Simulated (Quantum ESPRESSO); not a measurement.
**How NaI absorbs and reflects light**

Aim: the dielectric function of NaI, and the optical constants that follow from it.

Program: Quantum ESPRESSO 7.5. Level of theory: DFT, PBE, plane waves with norm-conserving potentials (PseudoDojo), scalar-relativistic, independent-particle optical response without local fields and without the non-local commutator. Results are calculated unless marked as measured.

## 1. Set-up

It takes space group Fm-3m (No. 225, cubic). Conventional cell: a = 6.473 Å, b = 6.473 Å, c = 6.473 Å, α = 90.00°, β = 90.00°, γ = 90.00°. I has 6 Na at 3.24 Å nearest. Nearest to Na lie 6 I at 3.24 Å. Farther neighbours and most contacts between anions are not listed.

## 2. Ground state

First the ground state: is it a metal or has it a gap?

This step: DFT, PBE, plane waves with norm-conserving potentials (PseudoDojo), scalar-relativistic, ground state (Quantum ESPRESSO 7.5).

Input file scf.in:

```
&control
  calculation = 'scf'
  prefix = 'x'
  outdir = './tmp'
  pseudo_dir = './'
  verbosity = 'high'
/
&system
  ibrav = 0
  nat = 2
  ntyp = 2
  ecutwfc = 90
  occupations = 'smearing'
  smearing = 'fd'
  degauss = 0.003675
  nbnd = 12
/
&electrons
  conv_thr = 1e-09
  electron_maxstep = 100
/
ATOMIC_SPECIES
  I 1.0 I.upf
  Na 1.0 Na.upf
CELL_PARAMETERS angstrom
  0.000000000000 3.236400000000 3.236400000000
  3.236400000000 0.000000000000 3.236400000000
  3.236400000000 3.236400000000 0.000000000000
ATOMIC_POSITIONS crystal
  I 0.500000000000 0.500000000000 0.500000000000
  Na 0.000000000000 0.000000000000 0.000000000000
K_POINTS automatic
  6 6 6 0 0 0
```

Launch:

```bash
mpirun -n 4 pw.x -nk 4 -in scf.in
```

What it wrote:

```text
for quantum simulation of materials; please cite

     using ibrav=0 with symmetry is DISCOURAGED, use correct ibrav instead

     G-vector sticks info
     --------------------
     sticks:   dense  smooth     PW     G-vecs:    dense   smooth      PW
     Sum        1867    1867    517                52873    52873    7991

     Using Slab Decomposition

     bravais-lattice index     =            0
     lattice parameter (alat)  =       8.6492  a.u.
     unit-cell volume          =     457.5233 (a.u.)^3
     number of atoms/cell      =            2
     number of atomic types    =            2
     number of electrons       =        16.00
     number of Kohn-Sham states=           12
     kinetic-energy cutoff     =      90.0000  Ry
     charge density cutoff     =     360.0000  Ry
     scf convergence threshold =      1.0E-09
     mixing beta               =       0.7000
     number of iterations used =            8  plain     mixing
     Exchange-correlation= PBE
                           (   1   4   3   4   0   0   0)

     celldm(1)=   8.649202  celldm(2)=   0.000000  celldm(3)=   0.000000
     celldm(4)=   0.000000  celldm(5)=   0.000000  celldm(6)=   0.000000

     crystal axes: (cart. coord. in units of alat)
               a(1) = (   0.000000   0.707107   0.707107 )
               a(2) = (   0.707107   0.000000   0.707107 )
               a(3) = (   0.707107   0.707107   0.000000 )

     reciprocal axes: (cart. coord. in units 2 pi/alat)
               b(1) = ( -0.707107  0.707107  0.707107 )
               b(2) = (  0.707107 -0.707107  0.707107 )
               b(3) = (  0.707107  0.707107 -0.707107 )

     ./I.upf
     Pseudo is Norm-conserving + core correction, Zval =  7.0
     Generated using ONCVPSP code by D. R. Hamann
     Using radial grid of 1196 points,  6 beta functions with:
                l(1) =   0
                l(2) =   0
                l(3) =   1
                l(4) =   1
                l(5) =   2
                l(6) =   2

     ./Na.upf
     Pseudo is Norm-conserving, Zval =  9.0
     Generated using ONCVPSP code by D. R. Hamann
     Using radial grid of 1992 points,  4 beta functions with:
                l(1) =   0
                l(2) =   0
                l(3) =   1
                l(4) =   1

     atomic species   valence    mass     pseudopotential
     I                 7.00     1.00000     I ( 1.00)
     Na                9.00     1.00000     Na( 1.00)

     48 Sym. Ops., with inversion, found

                                    s                        frac. trans.

     [... symmetry matrices left out ...]
   Cartesian axes

     site n.     atom                  positions (alat units)
         1        I      tau(   1) = (   0.7071068   0.7071068   0.7071068  )
         2        Na     tau(   2) = (   0.0000000   0.0000000   0.0000000  )

   Crystallographic axes

     site n.     atom                  positions (cryst. coord.)
         1        I      tau(   1) = (  0.5000000  0.5000000  0.5000000  )
         2        Na     tau(   2) = (  0.0000000  0.0000000  0.0000000  )

     number of k points=    16  Fermi-Dirac smearing, width (Ry)=  0.0037
                       cart. coord. in units 2pi/alat
        k(    1) = (   0.0000000   0.0000000   0.0000000), wk =   0.0092593
        k(    2) = (   0.1178511   0.1178511  -0.1178511), wk =   0.0740741
        k(    3) = (   0.2357023   0.2357023  -0.2357023), wk =   0.0740741
        k(    4) = (  -0.3535534  -0.3535534   0.3535534), wk =   0.0370370
        k(    5) = (   0.2357023   0.0000000  -0.0000000), wk =   0.0555556
        k(    6) = (   0.3535534   0.1178511  -0.1178511), wk =   0.2222222
        k(    7) = (  -0.2357023  -0.4714045   0.4714045), wk =   0.2222222
        k(    8) = (  -0.1178511  -0.3535534   0.3535534), wk =   0.2222222
        k(    9) = (   0.0000000  -0.2357023   0.2357023), wk =   0.1111111
        k(   10) = (   0.4714045   0.0000000  -0.0000000), wk =   0.0555556
        k(   11) = (  -0.1178511  -0.5892557   0.5892557), wk =   0.2222222
        k(   12) = (  -0.0000000  -0.4714045   0.4714045), wk =   0.1111111
        k(   13) = (  -0.7071068   0.0000000   0.0000000), wk =   0.0277778
        k(   14) = (  -0.2357023  -0.4714045   0.7071068), wk =   0.2222222
        k(   15) = (  -0.1178511  -0.3535534   0.5892557), wk =   0.2222222
        k(   16) = (  -0.7071068   0.2357023   0.0000000), wk =   0.1111111

                       cryst. coord.
[...]
k(    9) = (   0.0000000   0.1666667  -0.1666667), wk =   0.1111111
        k(   10) = (  -0.0000000   0.3333333   0.3333333), wk =   0.0555556
        k(   11) = (   0.0000000   0.3333333  -0.5000000), wk =   0.2222222
        k(   12) = (   0.0000000   0.3333333  -0.3333333), wk =   0.1111111
        k(   13) = (   0.0000000  -0.5000000  -0.5000000), wk =   0.0277778
        k(   14) = (   0.1666667   0.3333333  -0.5000000), wk =   0.2222222
        k(   15) = (   0.1666667   0.3333333  -0.3333333), wk =   0.2222222
        k(   16) = (   0.1666667  -0.5000000  -0.3333333), wk =   0.1111111

     Dense  grid:    52873 G-vectors     FFT dimensions: (  54,  54,  54)

     Initial potential from superposition of free atoms

     starting charge      15.9937, renormalised to      16.0000
     Starting wfcs are    9 randomized atomic wfcs +    3 random wfcs

     Self-consistent Calculation

     iteration #  1     ecut=    90.00 Ry     beta= 0.70
     Davidson diagonalization with overlap

            70 MiB given to the printing process from OS
            38 MiB allocation reported by mallinfo(arena+hblkhd)
------------------
     ethr =  1.00E-02,  avg # of iterations =  5.4

     Threshold (ethr) on eigenvalues was too large:
     Diagonalizing with lowered threshold

     Davidson diagonalization with overlap

            71 MiB given to the printing process from OS
            44 MiB allocation reported by mallinfo(arena+hblkhd)
------------------
     ethr =  1.22E-04,  avg # of iterations =  3.2

     total energy              =    -117.48641804 Ry
     estimated scf accuracy    <       0.01924453 Ry

     iteration #  2     ecut=    90.00 Ry     beta= 0.70
     Davidson diagonalization with overlap

            88 MiB given to the printing process from OS
            53 MiB allocation reported by mallinfo(arena+hblkhd)
------------------
     ethr =  1.20E-04,  avg # of iterations =  2.0

     total energy              =    -117.49059972 Ry
     estimated scf accuracy    <       0.00165611 Ry

     iteration #  3     ecut=    90.00 Ry     beta= 0.70
     Davidson diagonalization with overlap

            89 MiB given to the printing process from OS
            55 MiB allocation reported by mallinfo(arena+hblkhd)
------------------
     ethr =  1.04E-05,  avg # of iterations =  3.3

     total energy              =    -117.49090956 Ry
     estimated scf accuracy    <       0.00009052 Ry

     iteration #  4     ecut=    90.00 Ry     beta= 0.70
     Davidson diagonalization with overlap

            91 MiB given to the printing process from OS
            57 MiB allocation reported by mallinfo(arena+hblkhd)
------------------
     ethr =  5.66E-07,  avg # of iterations =  2.6

     total energy              =    -117.49092107 Ry
     estimated scf accuracy    <       0.00000279 Ry

     iteration #  5     ecut=    90.00 Ry     beta= 0.70
     Davidson diagonalization with overlap

            93 MiB given to the printing process from OS
            58 MiB allocation reported by mallinfo(arena+hblkhd)
------------------
     ethr =  1.74E-08,  avg # of iterations =  2.0

     total energy              =    -117.49092185 Ry
     estimated scf accuracy    <       0.00000007 Ry

     iteration #  6     ecut=    90.00 Ry     beta= 0.70
     Davidson diagonalization with overlap

            94 MiB given to the printing process from OS
            60 MiB allocation reported by mallinfo(arena+hblkhd)
------------------
     ethr =  4.32E-10,  avg # of iterations =  2.0

     total energy              =    -117.49092188 Ry
     estimated scf accuracy    <       0.00000001 Ry

     iteration #  7     ecut=    90.00 Ry     beta= 0.70
     Davidson diagonalization with overlap

            96 MiB given to the printing process from OS
            61 MiB allocation reported by mallinfo(arena+hblkhd)
------------------
     ethr =  7.42E-11,  avg # of iterations =  2.0

     End of self-consistent calculation

          k = 0.0000 0.0000 0.0000 (  6615 PWs)   bands (ev):

   -48.7328 -20.6554 -20.6554 -20.6554  -9.2151   1.8038   1.8038   1.8038
     5.4430   9.7690   9.7691   9.7691

     occupation numbers
     1.0000   1.0000   1.0000   1.0000   1.0000   1.0000   1.0000   1.0000
     0.0000   0.0000   0.0000   0.0000

          k = 0.1179 0.1179-0.1179 (  6591 PWs)   bands (ev):

   -48.7328 -20.6568 -20.6555 -20.6555  -9.1415   1.0714   1.7290   1.7290
     6.2544   9.2802   9.9605   9.9605

     occupation numbers
     1.0000   1.0000   1.0000   1.0000   1.0000   1.0000   1.0000   1.0000
     0.0000   0.0000   0.0000   0.0000

          k = 0.2357 0.2357-0.2357 (  6573 PWs)   bands (ev):

   -48.7327 -20.6594 -20.6557 -20.6557  -8.9857   0.0438   1.5894   1.5894
     6.9081   9.5308   9.5308   9.8123

     occupation numbers
     1.0000   1.0000   1.0000   1.0000   1.0000   1.0000   1.0000   1.0000
     0.0000   0.0000   0.0000   0.0000

          k =-0.3536-0.3536 0.3536 (  6586 PWs)   bands (ev):

   -48.7327 -20.6607 -20.6558 -20.6558  -8.9028  -0.3742   1.5240   1.5240
     6.8990   9.2690   9.2690  10.5542

     occupation numbers
     1.0000   1.0000   1.0000   1.0000   1.0000   1.0000   1.0000   1.0000
     0.0000   0.0000   0.0000   0.0000

     [... further k points left out ...]

     the Fermi energy is     3.8369 ev

!    total energy              =    -117.49092188 Ry
     estimated scf accuracy    <          3.5E-10 Ry
     smearing contrib. (-TS)   =      -0.00000000 Ry
     internal energy E=F+TS    =    -117.49092188 Ry

     The total energy is F=E-TS. E is the sum of the following terms:
     one-electron contribution =     -78.64418715 Ry
     hartree contribution      =      42.88318539 Ry
     xc contribution           =     -21.77658060 Ry
     ewald contribution        =     -59.95333953 Ry

     convergence has been achieved in   7 iterations

     XML data file, charge density, pseudopotentials, collected wavefunctions

                                        0.00s GPU  (     140 calls)

=------------------------------------------------------------------------------=
   JOB DONE.
=------------------------------------------------------------------------------=
```

Run time: 12 s. Hardware: 4 MPI ranks of Arm Neoverse N1, shared host; peak memory 0.1 GiB.

Numbers from this step:

| Quantity | Value |
| --- | --- |
| total energy | -117.5 Ry |
| gap on the k-mesh | 3.639 eV |
| direct gap on the mesh | 3.639 eV |

There is a gap, 3.64 eV on this mesh (points off the mesh can give less), so no carriers' term is needed.

(Part 1 of 3 ends here.)

[Machine, clock, banner and «Message from routine» lines are left out of the logs.]

[Logs are printed without paths, hosts, clocks, repeated set-up lines and the standing remarks that a program may print on its own settings, such as how far it seeks lower states.]

[Hosts, paths, dates, database ids (printed as entryN), source tags and the programs' standing remarks are cut or masked in the printed files.]
